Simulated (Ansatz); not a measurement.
Rows from a G0W0 calculation on ZnSnN2 (Pna2_1) (Ansatz 0.2.0; G0W0 on PBE with a share 0.1 of exact exchange, plane waves, PAW; PAW set soft_1; 2×2×2 mesh, 901 empty bands, screening to 150 eV, PAW set soft_1 files), in eV. Spin-orbit coupling is left out.

| row | k | band | start | Σx | Σc at the solution | Vxc |
| --- | --- | --- | --- | --- | --- | --- |
| A | Γ | c1 | 10.259 | -11.065 | -3.723 | -14.833 |
| B | Γ | c3 | 13.881 | -11.182 | -4.681 | -16.069 |
| C | Γ | c2 | 12.961 | -10.460 | -4.500 | -15.079 |
| D | Γ | v2 | 9.305 | -25.387 | 3.368 | -21.940 |
| E | Γ | v1 | 9.349 | -25.311 | 3.320 | -21.920 |
| F | Γ | v3 | 9.271 | -25.031 | 3.333 | -21.621 |

**Question.** Work out each quasiparticle level and how far it moved.

The quasiparticle equation reads E = start + Σx + Σc(E) − Vxc.

| row | E (eV) | shift (eV) |
| --- | --- | --- |
| A | 10.304 | +0.045 |
| B | 14.088 | +0.207 |
| C | 13.080 | +0.119 |
| D | 9.225 | −0.079 |
| E | 9.277 | −0.072 |
| F | 9.194 | −0.076 |

The gap over the computed points goes from 0.91 eV to 1.03 eV.

Limits: not at the basis limit; mesh may overstate the screening; d shell near the gap, gap tends to lie low; no spin-orbit coupling; coarse k mesh.

[Runs of the session that timed out or met a known fault of the program may be left out.]

[Cells called generated may have been cut or substituted from an entry of the Crystallography Open Database or the Materials Project.]

[Hosts, paths, dates, database ids (printed as entryN), source tags and the programs' standing remarks are cut or masked in the printed files.]
